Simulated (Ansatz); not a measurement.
**Structural relaxation of random alloy of the hcp Ru-Mo line, x = 0.4375 (64 atoms)**

Aim: bring random alloy of the hcp Ru-Mo line, x = 0.4375 (64 atoms) to a nearby minimum of the energy and see what moves.

Calculated with Ansatz 0.2.0; Kohn-Sham DFT, PBE, PAW (set soft_2), plane waves.

**1. Starting point**

The cell holds 64 atoms: 28 Mo and 36 Ru. Its edges and angles: a = 10.991 Å, b = 10.991 Å, c = 8.840 Å, α = 90.0°, β = 90.0°, γ = 120.0°. It derives from Ru (hcp Ru-Mo) and Mo, repeated 4×4×2. Hcp Ru-Mo: 64 atoms, 28 of 64 Ru sites given to Mo at random, cell and internal coordinates interpolated linearly between the end members (Vegard's rule); not relaxed, displaced by a Gaussian of 0.02 Å. Lattice constants are starting values near those of PBE.

Before any run, some limits are plain. The host structure and its lattice constant were typed by rule, without a check against the phase diagram.

**2. Single point at the start**

A single point comes first, to see the forces before anything moves.

Input file input.yaml:

```yaml
crystal:
  lattice:
    - [10.9914, 0.0, 0.0]
    - [-5.4957, 9.51883, 0.0]
    - [0.0, 0.0, 8.84032]
  atoms:
    - { symbol: Mo, position: [0.00231, 0.99871, 0.99881] }
    - { symbol: Ru, position: [0.08229, 0.16848, 0.24479] }
    - { symbol: Ru, position: [0.00238, 0.9984, 0.50072] }
    - { symbol: Mo, position: [0.08442, 0.16974, 0.74534] }
    - { symbol: Ru, position: [0.99901, 0.24919, 0.00256] }
    - { symbol: Mo, position: [0.08115, 0.4163, 0.24801] }
    - { symbol: Ru, position: [0.00069, 0.25122, 0.49751] }
    - { symbol: Mo, position: [0.08636, 0.41856, 0.75114] }
    - { symbol: Ru, position: [0.00092, 0.49856, 0.99972] }
    - { symbol: Mo, position: [0.08135, 0.6661, 0.2512] }
    - { symbol: Mo, position: [0.99832, 0.49917, 0.49845] }
    - { symbol: Ru, position: [0.08109, 0.66526, 0.74997] }
    - { symbol: Mo, position: [0.99821, 0.75049, 0.00376] }
    - { symbol: Ru, position: [0.08448, 0.91626, 0.24799] }
    - { symbol: Ru, position: [0.00042, 0.75356, 0.50011] }
    - { symbol: Mo, position: [0.08237, 0.91707, 0.75475] }
    - { symbol: Mo, position: [0.25087, 0.0013, 0.00068] }
    - { symbol: Mo, position: [0.33149, 0.16427, 0.24921] }
    - { symbol: Mo, position: [0.25024, 0.00123, 0.5019] }
    - { symbol: Ru, position: [0.33533, 0.16727, 0.752] }
    - { symbol: Mo, position: [0.24994, 0.25263, 0.00116] }
    - { symbol: Ru, position: [0.3333, 0.41769, 0.24983] }
    - { symbol: Ru, position: [0.25366, 0.25319, 0.50494] }
    - { symbol: Ru, position: [0.32928, 0.41363, 0.74886] }
    - { symbol: Mo, position: [0.25121, 0.50184, 0.00071] }
    - { symbol: Ru, position: [0.32933, 0.66602, 0.25187] }
    - { symbol: Mo, position: [0.25122, 0.5016, 0.4995] }
    - { symbol: Ru, position: [0.33316, 0.66706, 0.75093] }
    - { symbol: Ru, position: [0.25049, 0.75025, 0.99848] }
    - { symbol: Ru, position: [0.33415, 0.91692, 0.25256] }
    - { symbol: Ru, position: [0.25238, 0.75039, 0.49915] }
    - { symbol: Ru, position: [0.33262, 0.91756, 0.75017] }
    - { symbol: Ru, position: [0.49942, 9.0e-05, 0.9986] }
    - { symbol: Mo, position: [0.58413, 0.16573, 0.25277] }
    - { symbol: Ru, position: [0.50136, 0.00125, 0.49752] }
    - { symbol: Ru, position: [0.58442, 0.16822, 0.74784] }
    - { symbol: Mo, position: [0.49955, 0.25007, 0.99689] }
    - { symbol: Ru, position: [0.5848, 0.41844, 0.24806] }
    - { symbol: Ru, position: [0.49926, 0.24724, 0.49991] }
    - { symbol: Mo, position: [0.58157, 0.41902, 0.75093] }
    - { symbol: Mo, position: [0.49914, 0.49837, 0.00288] }
    - { symbol: Ru, position: [0.58496, 0.66276, 0.2528] }
    - { symbol: Ru, position: [0.50332, 0.50071, 0.49729] }
    - { symbol: Mo, position: [0.58471, 0.66629, 0.74863] }
    - { symbol: Ru, position: [0.49834, 0.75116, 0.00179] }
    - { symbol: Ru, position: [0.58275, 0.91776, 0.24741] }
    - { symbol: Ru, position: [0.50151, 0.7501, 0.49958] }
    - { symbol: Ru, position: [0.58406, 0.91849, 0.7517] }
    - { symbol: Mo, position: [0.75111, 0.00029, 0.00018] }
    - { symbol: Mo, position: [0.8347, 0.16716, 0.25154] }
    - { symbol: Mo, position: [0.74688, 0.99488, 0.50235] }
    - { symbol: Ru, position: [0.83778, 0.16759, 0.74977] }
    - { symbol: Ru, position: [0.74963, 0.24975, 4.0e-05] }
    - { symbol: Ru, position: [0.83075, 0.41558, 0.24774] }
    - { symbol: Ru, position: [0.75014, 0.24938, 0.50112] }
    - { symbol: Mo, position: [0.83405, 0.41874, 0.75048] }
    - { symbol: Mo, position: [0.75199, 0.49602, 0.99854] }
    - { symbol: Ru, position: [0.83763, 0.67198, 0.24944] }
    - { symbol: Mo, position: [0.74984, 0.49952, 0.50301] }
    - { symbol: Mo, position: [0.83352, 0.6681, 0.74928] }
    - { symbol: Mo, position: [0.74801, 0.75066, 0.00114] }
    - { symbol: Ru, position: [0.83557, 0.91643, 0.2486] }
    - { symbol: Mo, position: [0.75128, 0.75051, 0.50063] }
    - { symbol: Ru, position: [0.83442, 0.9191, 0.75084] }
kpoints:
  mp_grid: { grid: [2, 2, 2] }
hamiltonian:
  xc: pbe
scf:
  occupations: { method: fermi_dirac, width: 0.1 }
output:
  forces: true
```

Command:

```bash
$ ansatz run input.yaml --threads 9 --pin off --max-ram 76800MiB --backend cuda --events-out ev --progress --plain --runs-dir out
```

Numbers of over 12 decimals in the logs are rounded to 6 here.

The program printed:

```text
Engine: ansatz 0.2.0, x86_64-unknown-linux-gnu
Pseudopotentials: kind: paw
Pseudopotential: Mo, paw, valence charge 14, recommended cutoff 420 eV (normal), Mo.paw.azcp
Pseudopotential: Ru, paw, valence charge 16, recommended cutoff 420 eV (normal), Ru.paw.azcp
Functional definition: PBE
  parameter kappa = 0.804
  parameter beta = 0.066725
  exchange = pbe_x(kappa = kappa, mu = beta*pi^2/3)
  correlation = pbe_c(beta = beta)
device memory: the entry about to start is reckoned to put 26.8 GiB on a device that reports 78.6 GiB free
GPU FFT provider: cuFFT
GPU libraries: cuBLAS 13.8.2, cuFFT 12.4.0, cuSOLVER 12.3.4
Crystal: 64 atoms, lattice volume = 924.921 Å³
Basis set: ecut = 420 eV, 18161 PW (Γ), exchange–correlation on 150×150×120 points (8 copies of the dense FFT grid, shifted against one another)
Bands: 581, of which v1, the nominal top of the filled ones, is band 484 counted from 1 (483 counted from 0)
Symmetry: 1 space group operations
Space group: P1 (ITA 1), of the structure as read, at distance tolerance 9.7e-5 Å
k-points: 8
Non-local potential: Mo, projectors of the file, l = 0: 3, l = 1: 2, l = 2: 2, l = 3: 1
Non-local potential: Ru, projectors of the file, l = 0: 3, l = 1: 2, l = 2: 2, l = 3: 1
PAW form: soft (Blöchl's): semilocal exchange-correlation on the pseudo side does not see the compensation charge
PAW one-centre angular grid: Mo, 590 points (default); XC on 64 Gauss nodes
PAW one-centre angular grid: Ru, 590 points (default); XC on 64 Gauss nodes
Initial density: superposition of atomic densities (neutral atoms: chi_scale 0, normalization atom), corrected by the library's trained network
Initial wavefunctions: pseudopotential atomic-orbital guess
GPU buffer pool allocated for 337500 grid points (all kernels)
GPU transforms: local potential and band sums: pruned to the plane-wave sphere, on 75×75×60
Functional: x = pbe(κ = 0.804, μ = 0.219515), c = pbe(β = 0.066725)
SCF iter   1: F=—  HF=-350396.952211 eV  |F-HF|=—  |Δ(HF+E_count)|=         —  Δρ=9.88e-3  dr2=2.01e0  ethr=1.77e-3  ⟨swp⟩=5.0  Hψ=14226  notcnv=0
preconditioner: auto → Kerker (q_TF=auto, 2.749 Å⁻¹)  [metal: Δε(μ)=0.007 eV  Ē_g=4.412 eV  σ=0.100 eV  W_gap=0.02  n_scr=306 (ndim 8)  ℏωp=26.1 eV  f_vac=0.000  D(μ)=69.62/eV (n_scr^D=766)]
SCF iter   2: F=—  HF=-350396.904552 eV  |F-HF|=—  |Δ(HF+E_count)|=   4.77e-2  Δρ=5.40e-3  dr2=6.23e-1  ethr=2.08e-4  ⟨swp⟩=1.0  Hψ=5352  notcnv=0
SCF iter   3: F=—  HF=-350396.885376 eV  |F-HF|=—  |Δ(HF+E_count)|=   1.92e-2  Δρ=7.15e-4  dr2=8.43e-3  ethr=6.44e-5  ⟨swp⟩=1.0  Hψ=4636  notcnv=0
SCF iter   4: F=—  HF=-350396.886122 eV  |F-HF|=—  |Δ(HF+E_count)|=   7.46e-4  Δρ=1.40e-4  dr2=2.80e-4  ethr=8.70e-7  ⟨swp⟩=2.5  Hψ=8868  notcnv=0
SCF iter   5: F=—  HF=-350396.882765 eV  |F-HF|=—  |Δ(HF+E_count)|=   3.36e-3  Δρ=4.30e-5  dr2=3.28e-5  ethr=2.90e-8  ⟨swp⟩=2.6  Hψ=6836  notcnv=0
SCF iter   6: F=—  HF=-350396.884647 eV  |F-HF|=—  |Δ(HF+E_count)|=   1.88e-3  Δρ=1.50e-5  dr2=3.09e-6  ethr=3.38e-9  ⟨swp⟩=2.0  Hψ=6143  notcnv=0
SCF iter   7: F=—  HF=-350396.884647 eV  |F-HF|=—  |Δ(HF+E_count)|=   2.35e-7  Δρ=3.22e-6  dr2=1.46e-7  ethr=3.20e-10  ⟨swp⟩=2.5  Hψ=8555  notcnv=0
SCF iter   8: F=-350396.884647 eV  HF=-350396.884647 eV  |F-HF|=3.20e-9  |Δ(HF+E_count)|=   7.39e-9  Δρ=6.02e-7  dr2=5.53e-9  ethr=1.03e-11  ⟨swp⟩=3.0  Hψ=12451  notcnv=0
SCF 1 converged in 8 iterations: F = -350396.884647 eV  dr2 = 5.53e-9
  greatest PAW one-centre occupation: 0.998 electrons in one spin orbital (limit 2), on the Mo atom at site 59 (counted from 0), in its partial waves of l = 0
SCF converged after 8 iterations
Free energy (F): -350396.884647 eV
Harris-Foulkes:  -350396.884647 eV  (|F-HF|=3.20e-9)
Internal energy: -350394.600282 eV  (E = F + TS)
E sigma→0 (E₀):  -350395.742464 eV
Entropy (-TS):   -2.284365 eV (-35.693 meV/atom)
Fermi energy:    22.132283 eV
--- Per-component energies (eV) ---
  E_band       = -3505.563913
  E_kinetic    = 30916.605397
  E_local      = -68982.699599  (includes V_loc(G=0)·N_el)
  E_nonlocal   = 16364.814755
  E_hartree    = 22633.257096
  E_xc         = -12012.195477
  E_vxc        = -15044.409037  (∫ρ·V_xc dr)
  E_paw        = -214231.450169  (= ΣΔE_a)
  E_vpaw       = -12026.384458  (= ΣTr[D̂ρ^β])
  E_aug_tail   = -0.004971  (compensation charges beyond the density's cutoff)
  E_ewald      = -125082.927313
  E_smearing   = -2.284365  (= −TS)
  E_closure    = -0.000000  (closes the sum)
  Σ components = -350396.884647   (vs F -350396.884647, Δ=0.00e0)
--- Forces (eV/Å), atoms counted from 1 ---
  atom   1  Mo    -0.62279304     0.55071367     1.25463604
  atom   2  Ru     0.50033349    -0.52122762     1.08304428
  atom   3  Ru    -0.11960685     0.84712363    -0.39480231
  atom   4  Mo     0.11721745    -0.06208177    -1.03289225
  atom   5  Ru    -0.29165764     0.11634017    -0.24082534
  atom   6  Mo     0.61139884     0.14222831    -0.29582799
  atom   7  Ru     0.25325416    -0.50059076     0.16226676
  atom   8  Mo    -0.13991991    -0.12768176     0.23322236
  atom   9  Ru    -0.18389565     0.29368875     0.17764061
  atom  10  Mo     0.38479418     0.36358982     0.18037672
  atom  11  Mo     0.05536966     0.29738098     0.09922372
  atom  12  Ru     0.79045723     0.49990232    -0.30039547
  atom  13  Mo     0.97833219    -0.94859806    -0.05130661
  atom  14  Ru    -0.57668669     0.30393501     0.71650732
[...]
atom  63  Mo    -0.17630884    -0.14959380    -0.77423422
  atom  64  Ru    -0.59118732     0.11394035    -0.34041750
  max |Σ_I F_I| component: 8.92e-6 eV/Å
```

It took 3.9 s on 1 × NVIDIA H100 80GB HBM3 with 9 threads of AMD EPYC 7R13 (Zen 3), shared host; peak memory 1.4 GiB; 8.7 s of CPU time.

That memory is the host's; the program planned up to 26.8 GiB on the GPU.

Numbers from this run:

```yaml
free_energy: -350396.8846 eV
free_energy_per_atom: -5474.9513 eV/atom
scf_cycles: 8
r_m_s_force_component: 0.4696 eV/Å
longest_force: 1.843 eV/Å
fermi_energy: 22.13 eV
```

The r.m.s. force component of 0.47 eV/Å sets the starting point.

Length of the force by element:

| element | coordination | atoms | mean length of the force (eV/Å) | spread | least | most |
| --- | --- | --- | --- | --- | --- | --- |
| Mo | all | 28 | 0.939 | 0.436 | 0.300 | 1.84 |
| Ru | all | 36 | 0.519 | 0.272 | 0.0989 | 1.30 |

**3. Cell and atoms relaxed**

Cell and atoms are freed together, to release stress as well as forces.

input.yaml: that of step 2 with these lines changed.

```diff
@@ -15 +15,5 @@
   forces: true
+relax:
+  f_tol: 0.04
+  max_steps: 150
+  cell: {}
```

The program printed:

```text
[...]
GPU FFT provider: cuFFT
GPU libraries: cuBLAS 13.8.2, cuFFT 12.4.0, cuSOLVER 12.3.4
Crystal: 64 atoms, lattice volume = 924.921 Å³
Basis set: ecut = 420 eV, 18161 PW (Γ), exchange–correlation on 150×150×120 points (8 copies of the dense FFT grid, shifted against one another)
Bands: 581, of which v1, the nominal top of the filled ones, is band 484 counted from 1 (483 counted from 0)
Symmetry: 1 space group operations
[...]
k-points: 8
[...]
GPU buffer pool allocated for 337500 grid points (all kernels)
[...]
SCF iter   1: F=—  HF=-350396.952212 eV  |F-HF|=—  |Δ(HF+E_count)|=         —  Δρ=9.88e-3  dr2=2.01e0  ethr=1.77e-3  ⟨swp⟩=5.0  Hψ=14226  notcnv=0
[...]
SCF iter   8: F=-350396.884647 eV  HF=-350396.884647 eV  |F-HF|=3.09e-9  |Δ(HF+E_count)|=   7.45e-9  Δρ=6.03e-7  dr2=5.51e-9  ethr=1.03e-11  ⟨swp⟩=3.0  Hψ=12458  notcnv=0
SCF 1 converged in 8 iterations: F = -350396.884647 eV  dr2 = 5.51e-9
[...]
relax step   1: F+E_penalty+E_count = -350396.88464652 eV  Δ(F+E_penalty+E_count) = +0.000e0 eV  max|allowed force component| = 1.831e0 eV/Å  Δτ_max = 0.0000 Å  P = +4.564 GPa  Ω = 924.921 Å³  (8 SCF iters, dr2 threshold 1.00e-7 eV, accepted)
[... from here on, the SCF cycles and remarks between the steps are left out ...]
relax step   2: F+E_penalty+E_count = -350397.88248288 eV  Δ(F+E_penalty+E_count) = -9.978e-1 eV  max|allowed force component| = 5.360e-1 eV/Å  Δτ_max = 0.1902 Å  P = -5.802 GPa  Ω = 962.568 Å³  energy of the carried Pulay correction = -1.359e-2 eV  (7 SCF iters, dr2 threshold 6.40e-6 eV, accepted)
relax step   3: F+E_penalty+E_count = -350398.72229616 eV  Δ(F+E_penalty+E_count) = -8.398e-1 eV  max|allowed force component| = 2.491e-1 eV/Å  Δτ_max = 0.0412 Å  P = -0.788 GPa  Ω = 942.386 Å³  energy of the carried Pulay correction = -6.371e-3 eV  (6 SCF iters, dr2 threshold 6.40e-6 eV, accepted)
relax step   4: F+E_penalty+E_count = -350398.57337287 eV  Δ(F+E_penalty+E_count) = +1.489e-1 eV  max|allowed force component| = 4.160e-1 eV/Å  Δτ_max = 0.0795 Å  P = +0.694 GPa  Ω = 938.810 Å³  energy of the carried Pulay correction = -5.076e-3 eV  (6 SCF iters, dr2 threshold 3.88e-6 eV, rejected (line search))
relax step   5: F+E_penalty+E_count = -350398.81759193 eV  Δ(F+E_penalty+E_count) = -9.530e-2 eV  max|allowed force component| = 1.171e-1 eV/Å  Δτ_max = 0.0387 Å  P = +0.042 GPa  Ω = 939.633 Å³  energy of the carried Pulay correction = -5.374e-3 eV  (9 SCF iters, accepted)
relax step   6: F+E_penalty+E_count = -350398.80891164 eV  Δ(F+E_penalty+E_count) = +8.680e-3 eV  max|allowed force component| = 1.171e-1 eV/Å  Δτ_max = 0.0971 Å  P = +0.153 GPa  Ω = 939.590 Å³  energy of the carried Pulay correction = -5.359e-3 eV  (6 SCF iters, dr2 threshold 8.57e-7 eV, rejected (line search))
relax step   7: F+E_penalty+E_count = -350398.82108141 eV  Δ(F+E_penalty+E_count) = -3.489e-3 eV  max|allowed force component| = 2.043e-1 eV/Å  Δτ_max = 0.0485 Å  P = +0.060 GPa  Ω = 939.986 Å³  energy of the carried Pulay correction = -5.502e-3 eV  (8 SCF iters, accepted)
relax step   8: F+E_penalty+E_count = -350398.82912257 eV  Δ(F+E_penalty+E_count) = -8.041e-3 eV  max|allowed force component| = 2.421e-2 eV/Å  Δτ_max = 0.0169 Å  P = -0.004 GPa  Ω = 939.994 Å³  energy of the carried Pulay correction = -5.505e-3 eV  (6 SCF iters, dr2 threshold 2.61e-6 eV, accepted)
relax step   9: F+E_penalty+E_count = -350398.83443160 eV  Δ(F+E_penalty+E_count) = -5.309e-3 eV  max|allowed force component| = 2.421e-2 eV/Å  Δτ_max = 0.0000 Å  P = -0.010 GPa  Ω = 939.994 Å³  stress off target by 4.99e-2 GPa  SCF on the basis re-selected at this cell (its energy is not comparable with the rows above)  (9 SCF iters)
basis re-selected at this cell: Δ(F+E_penalty+E_count) = -5.309e-3 eV, ΔP = -0.006 GPa vs the last step (what re-selecting the basis moved, of the pressure what is left beyond the Pulay correction that the steps carried, after the strain that the cell walked since its last selection, [...]
SCF converged after 9 iterations
Free energy (F): -350398.834432 eV
[...]
Internal energy: -350396.624552 eV  (E = F + TS)
E sigma→0 (E₀):  -350397.729492 eV
Entropy (-TS):   -2.209879 eV (-34.529 meV/atom)
Fermi energy:    21.740243 eV
[...]
--- Forces (eV/Å), atoms counted from 1 ---
  atom   1  Mo     0.00014749     0.02421013     0.01997474
  atom   2  Ru    -0.00116061    -0.02103090    -0.02076927
  atom   3  Ru    -0.00576217     0.01147266     0.00913050
  atom   4  Mo     0.00340157    -0.01914059     0.00075140
  atom   5  Ru     0.00578447    -0.00405231    -0.00871316
  atom   6  Mo    -0.00109094     0.00131514    -0.00851713
  atom   7  Ru    -0.00300026     0.00064855     0.01391822
  atom   8  Mo    -0.01023728     0.00453115     0.00363060
  atom   9  Ru     0.00969950    -0.00262060    -0.00921827
  atom  10  Mo     0.00536871    -0.01311429     0.00172522
  atom  11  Mo     0.00011807     0.00302671    -0.00166813
  atom  12  Ru    -0.00413944     0.00833532     0.00857320
  atom  13  Mo    -0.00271787    -0.00346787    -0.00783352
  atom  14  Ru    -0.01574382     0.00562073     0.00097817
[...]
atom  63  Mo     0.00284254    -0.01231839    -0.00610937
  atom  64  Ru    -0.00791034    -0.00793827     0.00989871
  max |Σ_I F_I| component: 1.77e-8 eV/Å
--- Stress (GPa, compression-positive) ---
        0.011621       0.024307       0.019480
        0.024307      -0.022638      -0.013087
        0.019480      -0.013087      -0.019232
  P = ⅓ Tr σ = -0.0101 GPa (-0.101 kbar)
--- Band table (eV; the first three rows and the last of 8) ---
[...]
--- Relaxed structure (8 steps of the walk, 6 accepted, 1 SCFs on fresh bases) ---
  F+E_penalty+E_count = -350398.83443160 eV   max|allowed force component| = 2.421e-2 eV/Å   (the final SCF, on the basis selected at the relaxed cell)
  cell:  # Å, volume = 939.9943 Å³
    - [11.073092, -0.035653, -0.00519617]
    - [-5.567422, 9.578946, 0.010165]
    - [-0.00417925, 0.00702728, 8.878763]
  atoms:
    - { symbol: Mo, position: [-0.00179232, 0.997536, 1.011225] }
    - { symbol: Ru, position: [0.083964, 0.165718, 0.255948] }
    - { symbol: Ru, position: [0.00170889, 1.000681, 0.496770] }
    - { symbol: Mo, position: [0.081992, 0.166188, 0.738324] }
[...]
- { symbol: Ru, position: [0.828771, 0.915828, 0.749158] }
```

The job ended after 30 s (1 × NVIDIA H100 80GB HBM3 with 9 threads; peak memory 1.5 GiB).

That memory is the host's; the program planned up to 26.9 GiB on the GPU.

The program notes that the band table was not solved further than the SCF left it.

Relaxation path:

```csv
step,energy less that of the first step (eV),largest force component (eV/Å),pressure (GPa),volume (Å³)
1,0.0000,1.8315,4.56,924.92
2,-0.9978,0.5360,-5.80,962.57
3,-1.8376,0.2491,-0.79,942.39
4,-1.6887,0.4160,0.69,938.81
5,-1.9329,0.1171,0.04,939.63
6,-1.9243,0.1171,0.15,939.59
7,-1.9364,0.2043,0.06,939.99
8,-1.9445,0.0242,0.00,939.99
9*,-1.9498,0.0242,-0.01,939.99
```

Relaxation steps marked * repeat the geometry before them on a plane-wave basis chosen anew for their cell, so energy and pressure can jump there. Relaxation steps 4, 6 were tried and not accepted.

```
     cell as run  before   after  change
           a (Å)  10.991  11.073  +0.7 %
           b (Å)  10.991  11.079  +0.8 %
           c (Å)   8.840   8.879  +0.4 %
           α (°)   90.00   89.89  -0.1 %
           β (°)   90.00   90.05  +0.1 %
           γ (°)  120.00  120.35  +0.3 %
volume (Å³/atom)   14.45   14.69  +1.6 %
```

The atoms that moved most (Å, as changes of fractional coordinates times the final cell):

```csv
atom,dx,dy,dz,length
Mo57,-0.012,0.013,0.186,0.186
Mo59,-0.001,-0.013,-0.186,0.186
Mo44,-0.159,0.047,-0.046,0.172
Mo16,0.019,0.033,-0.128,0.133
Mo49,-0.076,0.010,-0.093,0.120
Mo40,0.067,-0.003,-0.100,0.120
Mo37,0.077,-0.006,-0.089,0.118
Mo1,-0.039,-0.011,0.110,0.117
```

The relaxation changed the energy by -30.5 meV/atom, and atoms moved by 0.076 Å r.m.s., 0.19 Å at most.

(Continued in part 2 of 3.)

[Logs are printed without paths, hosts, clocks, repeated set-up lines and the standing remarks that a program may print on its own settings, such as how far it seeks lower states.]

[Hosts, paths, dates, database ids (printed as entryN), source tags and the programs' standing remarks are cut or masked in the printed files.]
